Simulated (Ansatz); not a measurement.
## KZn, from a guessed structure to a relaxed one

This structure for KZn is made up. Its elements were placed in a known structure type with a cell scaled to their sizes. What cell does the guess relax to, and how far off was it?

Method: DFT, PBE, plane-wave PAW, files of the set soft_1, scalar-relativistic, no spin, cell and ions relaxed at zero pressure; PAW set soft_1, in the first sound run; inputs show where later runs differ, in Ansatz 0.2.0.

### Step 1. The starting structure

Symmetry: Pm-3m, No. 221, cubic system. Conventional cell: a = 4.047 Å, b = 4.047 Å, c = 4.047 Å, α = 90.00°, β = 90.00°, γ = 90.00°. Nearest to Zn lie 8 K at 3.50 Å. K has 8 Zn at 3.50 Å nearest. Farther neighbours are not listed.

### Step 2. Relaxation of the guess

The guess takes its coordinates from another compound and its volume from a rule, so the cell and any free coordinates are relaxed together.

The input, input.yaml:

```yaml
crystal:
  lattice:
    - [4.047, 0.0, 0.0]
    - [0.0, 4.047, 0.0]
    - [0.0, 0.0, 4.047]
  atoms:
    - { symbol: Zn, position: [0.0, 0.0, 0.0] }
    - { symbol: K, position: [0.5, 0.5, 0.5] }
kpoints:
  mp_grid: { grid: [7, 7, 7] }
scf:
  occupations: { method: fermi_dirac, width: 0.05 }
hamiltonian:
  xc: pbe
  pseudopotentials: { kind: paw, azcp: { folder: soft_1 } }
relax:
  f_tol: 0.015
  max_steps: 70
  cell: {}
output:
  forces: true
  stress: true
```

On the command line:

```bash
> ansatz run input.yaml --threads 4 --pin off --max-ram 8192MiB --backend cpu --events-out ev --progress --plain --runs-dir out
```

Numbers of over 12 decimals in the logs are rounded to 6 here.

What it wrote:

```text
Engine: ansatz 0.2.0, aarch64-unknown-linux-gnu
Pseudopotentials: kind: paw
Pseudopotential: Zn, paw, valence charge 12, recommended cutoff 420 eV (normal), soft_1/Zn.paw.azcp
Pseudopotential: K, paw, valence charge 9, recommended cutoff 420 eV (normal), soft_1/K.paw.azcp
Functional definition: PBE
  parameter kappa = 0.804
  parameter beta = 0.066725
  exchange = pbe_x(kappa = kappa, mu = beta*pi^2/3)
  correlation = pbe_c(beta = beta)
Crystal: 2 atoms, lattice volume = 66.283 Å³
Basis set: ecut = 420 eV, 1309 PW (Γ), exchange–correlation on 60×60×60 points (8 copies of the dense FFT grid, shifted against one another)
Bands: 15, of which v1, the nominal top of the filled ones, is band 11 counted from 1 (10 counted from 0)
Symmetry: 48 space group operations
Space group: Pm-3m (ITA 221), of the structure as read, at distance tolerance 4.0e-5 Å
k-points: 20 of 343
Non-local potential: Zn, projectors of the file, l = 0: 2, l = 1: 2, l = 2: 3, l = 3: 1
Non-local potential: K, projectors of the file, l = 0: 3, l = 1: 2, l = 2: 2
PAW form: soft (Blöchl's): semilocal exchange-correlation on the pseudo side does not see the compensation charge
PAW one-centre angular grid: Zn, 590 points (default); XC on 64 Gauss nodes
PAW one-centre angular grid: K, 110 points (default); XC on 64 Gauss nodes
Initial density: superposition of atomic densities (chi_scale 0.1, normalization cell, long waves kept (reshape's long-wave potential 0.00 eV rms))
Initial wavefunctions: pseudopotential atomic-orbital guess
Functional: x = pbe(κ = 0.804, μ = 0.219515), c = pbe(β = 0.066725)
SCF iter   1: F=—  HF=-4857.033765 eV  |F-HF|=—  |Δ(HF+E_count)|=         —  Δρ=5.58e-2  dr2=2.00e0  ethr=3.10e-3  ⟨swp⟩=5.8  Hψ=1685  notcnv=0
preconditioner: auto → Kerker (q_TF=auto, 2.253 Å⁻¹)  [metal: Δε(μ)=0.083 eV  Ē_g=10.889 eV  σ=0.050 eV  W_gap=0.34  n_scr=18 (ndim 8)  ℏωp=19.9 eV  f_vac=0.000  D(μ)=1.78/eV (n_scr^D=18)]
SCF iter   2: F=—  HF=-4856.540963 eV  |F-HF|=—  |Δ(HF+E_count)|=   4.93e-1  Δρ=1.84e-2  dr2=2.26e-1  ethr=3.10e-3  ⟨swp⟩=2.6  Hψ=694  notcnv=0  defer=4
SCF iter   3: F=—  HF=-4856.430831 eV  |F-HF|=—  |Δ(HF+E_count)|=   1.10e-1  Δρ=9.88e-3  dr2=1.67e-1  ethr=1.08e-3  ⟨swp⟩=2.0  Hψ=671  notcnv=0  defer=4
SCF iter   4: F=—  HF=-4856.381923 eV  |F-HF|=—  |Δ(HF+E_count)|=   4.89e-2  Δρ=5.22e-3  dr2=3.01e-2  ethr=7.94e-4  ⟨swp⟩=2.4  Hψ=532  notcnv=0  defer=4
SCF iter   5: F=—  HF=-4856.372731 eV  |F-HF|=—  |Δ(HF+E_count)|=   9.19e-3  Δρ=1.06e-3  dr2=2.37e-3  ethr=1.43e-4  ⟨swp⟩=2.5  Hψ=679  notcnv=0  defer=4
SCF iter   6: F=—  HF=-4856.371701 eV  |F-HF|=—  |Δ(HF+E_count)|=   1.03e-3  Δρ=4.75e-4  dr2=2.02e-4  ethr=1.13e-5  ⟨swp⟩=3.0  Hψ=506  notcnv=0  defer=4
SCF iter   7: F=—  HF=-4856.371658 eV  |F-HF|=—  |Δ(HF+E_count)|=   4.26e-5  Δρ=7.16e-5  dr2=3.75e-6  ethr=9.63e-7  ⟨swp⟩=2.5  Hψ=456  notcnv=0  defer=4
SCF iter   8: F=—  HF=-4856.371661 eV  |F-HF|=—  |Δ(HF+E_count)|=   3.13e-6  Δρ=2.65e-5  dr2=4.42e-7  ethr=1.78e-8  ⟨swp⟩=2.1  Hψ=364  notcnv=0  defer=4
SCF iter   9: F=-4856.371662 eV  HF=-4856.371662 eV  |F-HF|=1.01e-8  |Δ(HF+E_count)|=   2.66e-7  Δρ=3.71e-6  dr2=7.06e-9  ethr=4.76e-10  ⟨swp⟩=4.0  Hψ=967  notcnv=0
SCF 1 converged in 9 iterations: F = -4856.371662 eV  dr2 = 7.06e-9
  greatest PAW one-centre occupation: 0.988 electrons in one spin orbital (limit 2), on the K atom at site 1 (counted from 0), in its partial waves of l = 0
relax step   1: F+E_penalty+E_count = -4856.37166154 eV  Δ(F+E_penalty+E_count) = +0.000e0 eV  max|allowed force component| = 1.561e-30 eV/Å  Δτ_max = 0.0000 Å  P = +1.262 GPa  Ω = 66.283 Å³  (9 SCF iters, dr2 threshold 1.00e-7 eV, accepted)
Crystal: 2 atoms, lattice volume = 68.399 Å³
Basis set: ecut = 420 eV, 1357 PW (Γ), exchange–correlation on 60×60×60 points (8 copies of the dense FFT grid, shifted against one another)
Initial density: handed on by an earlier stage of this run
Initial wavefunctions: those handed on with the density
iter 1 solved again at ethr=5.16e-6 eV; its pass at ethr=3.10e-3 eV (dr2=1.08e-3 eV) is discarded
SCF iter   1: F=—  HF=-4856.385555 eV  |F-HF|=—  |Δ(HF+E_count)|=         —  Δρ=1.23e-3  dr2=1.14e-3  ethr=5.16e-6  ⟨swp⟩=1.5  Hψ=2165  notcnv=0
preconditioner: auto → Kerker (q_TF=auto, 2.241 Å⁻¹)  [metal: Δε(μ)=0.089 eV  Ē_g=12.080 eV  σ=0.050 eV  W_gap=0.36  n_scr=18 (ndim 8)  ℏωp=19.6 eV  f_vac=0.000  D(μ)=1.92/eV (n_scr^D=18)]
SCF iter   2: F=—  HF=-4856.385254 eV  |F-HF|=—  |Δ(HF+E_count)|=   3.01e-4  Δρ=4.77e-4  dr2=1.68e-4  ethr=5.16e-6  ⟨swp⟩=2.0  Hψ=401  notcnv=0
SCF iter   3: F=—  HF=-4856.385194 eV  |F-HF|=—  |Δ(HF+E_count)|=   6.04e-5  Δρ=2.55e-4  dr2=1.12e-4  ethr=7.99e-7  ⟨swp⟩=2.0  Hψ=400  notcnv=0
SCF iter   4: F=—  HF=-4856.385160 eV  |F-HF|=—  |Δ(HF+E_count)|=   3.38e-5  Δρ=1.43e-4  dr2=1.20e-5  ethr=5.34e-7  ⟨swp⟩=2.1  Hψ=426  notcnv=0
SCF iter   5: F=—  HF=-4856.385158 eV  |F-HF|=—  |Δ(HF+E_count)|=   2.23e-6  Δρ=2.23e-5  dr2=1.02e-6  ethr=5.73e-8  ⟨swp⟩=2.0  Hψ=430  notcnv=0
SCF iter   6: F=-4856.385157 eV  HF=-4856.385157 eV  |F-HF|=4.28e-9  |Δ(HF+E_count)|=   3.62e-7  Δρ=7.68e-6  dr2=6.58e-8  ethr=9.52e-10  ⟨swp⟩=4.8  Hψ=1007  notcnv=0
SCF 2 converged in 6 iterations: F = -4856.385157 eV  dr2 = 6.58e-8
relax step   2: F+E_penalty+E_count = -4856.38515720 eV  Δ(F+E_penalty+E_count) = -1.350e-2 eV  max|allowed force component| = 3.480e-30 eV/Å  Δτ_max = 0.0000 Å  P = +0.847 GPa  Ω = 68.399 Å³  energy of the carried Pulay correction = -3.657e-4 eV  (6 SCF iters, dr2 threshold 2.00e-7 eV, accepted)
Crystal: 2 atoms, lattice volume = 73.167 Å³
Basis set: ecut = 420 eV, 1365 PW (Γ), exchange–correlation on 60×60×60 points (8 copies of the dense FFT grid, shifted against one another)
iter 1 solved again at ethr=2.40e-5 eV; its pass at ethr=3.10e-3 eV (dr2=5.04e-3 eV) is discarded
SCF iter   1: F=—  HF=-4856.400089 eV  |F-HF|=—  |Δ(HF+E_count)|=         —  Δρ=2.54e-3  dr2=5.49e-3  ethr=2.40e-5  ⟨swp⟩=1.5  Hψ=2247  notcnv=0
preconditioner: auto → Kerker (q_TF=auto, 2.216 Å⁻¹)  [metal: Δε(μ)=0.050 eV  Ē_g=12.007 eV  σ=0.050 eV  W_gap=0.23  n_scr=18 (ndim 8)  ℏωp=18.9 eV  f_vac=0.000  D(μ)=2.02/eV (n_scr^D=18)]
SCF iter   2: F=—  HF=-4856.398654 eV  |F-HF|=—  |Δ(HF+E_count)|=   1.44e-3  Δρ=1.03e-3  dr2=9.03e-4  ethr=2.40e-5  ⟨swp⟩=2.0  Hψ=408  notcnv=0
SCF iter   3: F=—  HF=-4856.398336 eV  |F-HF|=—  |Δ(HF+E_count)|=   3.18e-4  Δρ=5.47e-4  dr2=6.06e-4  ethr=4.30e-6  ⟨swp⟩=2.0  Hψ=400  notcnv=0
SCF iter   4: F=—  HF=-4856.398128 eV  |F-HF|=—  |Δ(HF+E_count)|=   2.08e-4  Δρ=2.86e-4  dr2=5.65e-5  ethr=2.89e-6  ⟨swp⟩=2.0  Hψ=422  notcnv=0
SCF iter   5: F=—  HF=-4856.398125 eV  |F-HF|=—  |Δ(HF+E_count)|=   3.28e-6  Δρ=4.75e-5  dr2=4.51e-6  ethr=2.69e-7  ⟨swp⟩=2.1  Hψ=427  notcnv=0
SCF iter   6: F=—  HF=-4856.398124 eV  |F-HF|=—  |Δ(HF+E_count)|=   1.15e-6  Δρ=2.68e-5  dr2=5.87e-7  ethr=2.15e-8  ⟨swp⟩=2.8  Hψ=433  notcnv=0
SCF iter   7: F=-4856.398124 eV  HF=-4856.398124 eV  |F-HF|=9.23e-9  |Δ(HF+E_count)|=   1.19e-8  Δρ=7.37e-6  dr2=3.84e-8  ethr=9.52e-10  ⟨swp⟩=4.8  Hψ=975  notcnv=0
SCF 3 converged in 7 iterations: F = -4856.398124 eV  dr2 = 3.84e-8
relax step   3: F+E_penalty+E_count = -4856.39812359 eV  Δ(F+E_penalty+E_count) = -1.297e-2 eV  max|allowed force component| = 2.671e-30 eV/Å  Δτ_max = 0.0000 Å  P = +0.118 GPa  Ω = 73.167 Å³  energy of the carried Pulay correction = -1.124e-3 eV  (7 SCF iters, dr2 threshold 2.00e-7 eV, accepted)
Crystal: 2 atoms, lattice volume = 74.001 Å³
Basis set: ecut = 420 eV, 1419 PW (Γ), exchange–correlation on 60×60×60 points (8 copies of the dense FFT grid, shifted against one another)
iter 1 solved again at ethr=6.26e-7 eV; its pass at ethr=3.10e-3 eV (dr2=1.31e-4 eV) is discarded
SCF iter   1: F=—  HF=-4856.398388 eV  |F-HF|=—  |Δ(HF+E_count)|=         —  Δρ=4.10e-4  dr2=1.50e-4  ethr=6.26e-7  ⟨swp⟩=2.5  Hψ=2166  notcnv=0
preconditioner: auto → Kerker (q_TF=auto, 2.212 Å⁻¹)  [metal: Δε(μ)=0.048 eV  Ē_g=11.931 eV  σ=0.050 eV  W_gap=0.22  n_scr=18 (ndim 8)  ℏωp=18.8 eV  f_vac=0.000  D(μ)=2.03/eV (n_scr^D=18)]
SCF iter   2: F=—  HF=-4856.398347 eV  |F-HF|=—  |Δ(HF+E_count)|=   4.08e-5  Δρ=1.61e-4  dr2=2.60e-5  ethr=6.26e-7  ⟨swp⟩=2.0  Hψ=406  notcnv=0
SCF iter   3: F=—  HF=-4856.398347 eV  |F-HF|=—  |Δ(HF+E_count)|=   2.29e-7  Δρ=8.81e-5  dr2=1.67e-5  ethr=1.24e-7  ⟨swp⟩=2.0  Hψ=400  notcnv=0
SCF iter   4: F=—  HF=-4856.398341 eV  |F-HF|=—  |Δ(HF+E_count)|=   5.90e-6  Δρ=5.55e-5  dr2=1.65e-6  ethr=7.96e-8  ⟨swp⟩=2.0  Hψ=430  notcnv=0
SCF iter   5: F=—  HF=-4856.398341 eV  |F-HF|=—  |Δ(HF+E_count)|=   2.72e-7  Δρ=1.16e-5  dr2=1.33e-7  ethr=7.85e-9  ⟨swp⟩=2.0  Hψ=417  notcnv=0
SCF iter   6: F=-4856.398341 eV  HF=-4856.398341 eV  |F-HF|=2.29e-9  |Δ(HF+E_count)|=   1.72e-8  Δρ=2.85e-6  dr2=8.88e-9  ethr=1.66e-10  ⟨swp⟩=4.9  Hψ=1025  notcnv=0
SCF 4 converged in 6 iterations: F = -4856.398341 eV  dr2 = 8.88e-9
relax step   4: F+E_penalty+E_count = -4856.39834107 eV  Δ(F+E_penalty+E_count) = -2.175e-4 eV  max|allowed force component| = 1.288e-29 eV/Å  Δτ_max = 0.0000 Å  P = +0.015 GPa  Ω = 74.001 Å³  energy of the carried Pulay correction = -1.249e-3 eV  (6 SCF iters, dr2 threshold 3.48e-8 eV, accepted)
Initial wavefunctions: pseudopotential atomic-orbital guess (no wavefunctions were taken with the density)
iter 1 solved again at ethr=1.74e-6 eV; its pass at ethr=3.10e-3 eV (dr2=3.65e-4 eV) is discarded
SCF iter   1: F=—  HF=-4856.393565 eV  |F-HF|=—  |Δ(HF+E_count)|=         —  Δρ=5.91e-4  dr2=1.33e-5  ethr=1.74e-6  ⟨swp⟩=2.9  Hψ=2390  notcnv=0
preconditioner: auto → Kerker (q_TF=auto, 2.212 Å⁻¹)  [metal: Δε(μ)=0.048 eV  Ē_g=11.922 eV  σ=0.050 eV  W_gap=0.22  n_scr=18 (ndim 8)  ℏωp=18.8 eV  f_vac=0.000  D(μ)=2.03/eV (n_scr^D=18)]
SCF iter   2: F=—  HF=-4856.397980 eV  |F-HF|=—  |Δ(HF+E_count)|=   4.41e-3  Δρ=3.79e-4  dr2=2.26e-5  ethr=6.31e-8  ⟨swp⟩=2.0  Hψ=466  notcnv=0
SCF iter   3: F=—  HF=-4856.399269 eV  |F-HF|=—  |Δ(HF+E_count)|=   1.29e-3  Δρ=9.17e-5  dr2=2.03e-7  ethr=6.31e-8  ⟨swp⟩=2.0  Hψ=430  notcnv=0
SCF iter   4: F=—  HF=-4856.399399 eV  |F-HF|=—  |Δ(HF+E_count)|=   1.31e-4  Δρ=1.25e-5  dr2=1.92e-8  ethr=9.67e-10  ⟨swp⟩=2.0  Hψ=499  notcnv=0
SCF iter   5: F=—  HF=-4856.399400 eV  |F-HF|=—  |Δ(HF+E_count)|=   7.60e-7  Δρ=5.01e-6  dr2=1.03e-8  ethr=9.14e-11  ⟨swp⟩=2.0  Hψ=430  notcnv=0
SCF iter   6: F=—  HF=-4856.399400 eV  |F-HF|=—  |Δ(HF+E_count)|=   8.25e-8  Δρ=1.62e-6  dr2=2.93e-9  ethr=4.91e-11  ⟨swp⟩=2.0  Hψ=421  notcnv=0
SCF iter   7: F=—  HF=-4856.399400 eV  |F-HF|=—  |Δ(HF+E_count)|=   1.62e-8  Δρ=5.89e-7  dr2=6.75e-10  ethr=1.39e-11  ⟨swp⟩=2.0  Hψ=329  notcnv=0
SCF iter   8: F=—  HF=-4856.399400 eV  |F-HF|=—  |Δ(HF+E_count)|=  1.15e-10  Δρ=1.96e-7  dr2=8.37e-11  ethr=3.22e-12  ⟨swp⟩=2.0  Hψ=330  notcnv=0
SCF iter   9: F=-4856.399400 eV  HF=-4856.399400 eV  |F-HF|=1.82e-12  |Δ(HF+E_count)|=    0.00e0  Δρ=6.61e-8  dr2=5.84e-12  ethr=1.00e-12  ⟨swp⟩=6.0  Hψ=1184  notcnv=0
SCF 5 converged in 9 iterations: F = -4856.399400 eV  dr2 = 5.84e-12
relax step   5: F+E_penalty+E_count = -4856.39940030 eV  Δ(F+E_penalty+E_count) = -1.059e-3 eV  max|allowed force component| = 6.311e-30 eV/Å  Δτ_max = 0.0000 Å  P = +0.004 GPa  Ω = 74.001 Å³  stress off target by 3.56e-3 GPa  SCF on the basis re-selected at this cell (its energy is not comparable with the rows above)  (9 SCF iters)
basis re-selected at this cell: Δ(F+E_penalty+E_count) = -1.059e-3 eV, ΔP = -0.011 GPa vs the last step (what re-selecting the basis moved, of the pressure what is left beyond the Pulay correction that the steps carried, after the strain that the cell walked since its last selection, with what the two solves' SCF thresholds leave and, on support functions, any second-order correction that the steps lacked; it is no m [...]
SCF converged after 9 iterations
Free energy (F): -4856.399400 eV
Harris-Foulkes:  -4856.399400 eV  (|F-HF|=1.82e-12)
Internal energy: -4856.382683 eV  (E = F + TS)
E sigma→0 (E₀):  -4856.391042 eV
Entropy (-TS):   -0.016717 eV (-8.359 meV/atom)
Fermi energy:    4.205546 eV
--- Per-component energies (eV) ---
  E_band       = -146.338460
  E_kinetic    = 399.000494
  E_local      = -2893.086077  (includes V_loc(G=0)·N_el)
  E_nonlocal   = 830.932505
  E_hartree    = 1087.825394
  E_xc         = -211.259733
  E_vxc        = -212.777926  (∫ρ·V_xc dr)
  E_paw        = -2677.952051  (= ΣΔE_a)
  E_vpaw       = -446.057896  (= ΣTr[D̂ρ^β])
  E_aug_tail   = -0.000266  (compensation charges beyond the density's cutoff)
  E_ewald      = -1391.842949
  E_smearing   = -0.016717  (= −TS)
  E_closure    = 0.000000  (closes the sum)
  Σ components = -4856.399400   (vs F -4856.399400, Δ=0.00e0)
--- Forces (eV/Å), atoms counted from 1 ---
  atom   1  Zn     0.00000000    -0.00000000     0.00000000
  atom   2  K      0.00000000     0.00000000    -0.00000000
  max |Σ_I F_I| component: 1.26e-29 eV/Å
--- Stress (GPa, compression-positive) ---
        0.003560      -0.000000      -0.000000
       -0.000000       0.003560       0.000000
       -0.000000       0.000000       0.003560
  P = ⅓ Tr σ = 0.0036 GPa (0.036 kbar)
--- Relaxed structure (4 steps of the walk, 4 accepted, 1 SCFs on fresh bases) ---
  F+E_penalty+E_count = -4856.39940030 eV   max|allowed force component| = 6.311e-30 eV/Å   (the final SCF, on the basis selected at the relaxed cell)
  cell:  # Å, volume = 74.0009 Å³
    - [4.198354, 0, 0.0]
    - [0, 4.198354, 0]
    - [0.0, 0, 4.198354]
  atoms:
    - { symbol: Zn, position: [0, 0, 0] }
    - { symbol: K, position: [0.500000, 0.500000, 0.500000] }
```

The job ended after 2.1 s (4 threads of Arm Neoverse V1, shared host; peak memory 0.34 GiB; 7.2 s of CPU time).

The steps of the relaxation:

```tsv
step	energy less that of the first step (eV)	largest force component (eV/Å)	pressure (GPa)	volume (Å³)
1	0.0000	0.0000	1.26	66.28
2	-0.0135	0.0000	0.85	68.40
3	-0.0265	0.0000	0.12	73.17
4	-0.0267	0.0000	0.01	74.00
5*	-0.0277	0.0000	0.00	74.00
```

Relaxation steps marked * repeat the geometry before them on a plane-wave basis chosen anew for their cell, so energy and pressure can jump there.

The run keeps the 48 symmetry operations that it works with, so distortions that break them were not tested.

```tsv
conventional cell, symmetrised	before	after	change
a (Å)	4.047	4.198	+3.7 %
b (Å)	4.047	4.198	+3.7 %
c (Å)	4.047	4.198	+3.7 %
volume (Å³/atom)	33.14	37.00	+11.6 %
```

Final coordinates:

```
Zn K
1.0
     4.19835    0.00000    0.00000
     0.00000    4.19835    0.00000
     0.00000    0.00000    4.19835
Zn K
1 1
Direct
  0.00000 0.00000 0.00000
  0.50000 0.50000 0.50000
```

This step gave:

```yaml
free_energy: -4856.3994 eV
energy_at_zero_smearing: -4856.3910 eV
smearing_term_ts: 0.01672 eV
fermi_energy: 4.206 eV
electrons: 21
symmetry_operations: 48
pressure: 0.003560 GPa
```

Shortest distances by pair of elements, guess and relaxed (not always the same contact):

```tsv
pair	guess (Å)	relaxed (Å)
K–Zn	3.505	3.636
Zn–Zn	4.047	4.198
K–K	4.047	4.198
```

The relaxation ends with a pressure of 0.00 GPa.

(Continued in part 2 of 2.)

[Logs are printed without paths, hosts, clocks, repeated set-up lines and the standing remarks that a program may print on its own settings, such as how far it seeks lower states.]

[Hosts, paths, dates, database ids (printed as entryN), source tags and the programs' standing remarks are cut or masked in the printed files.]
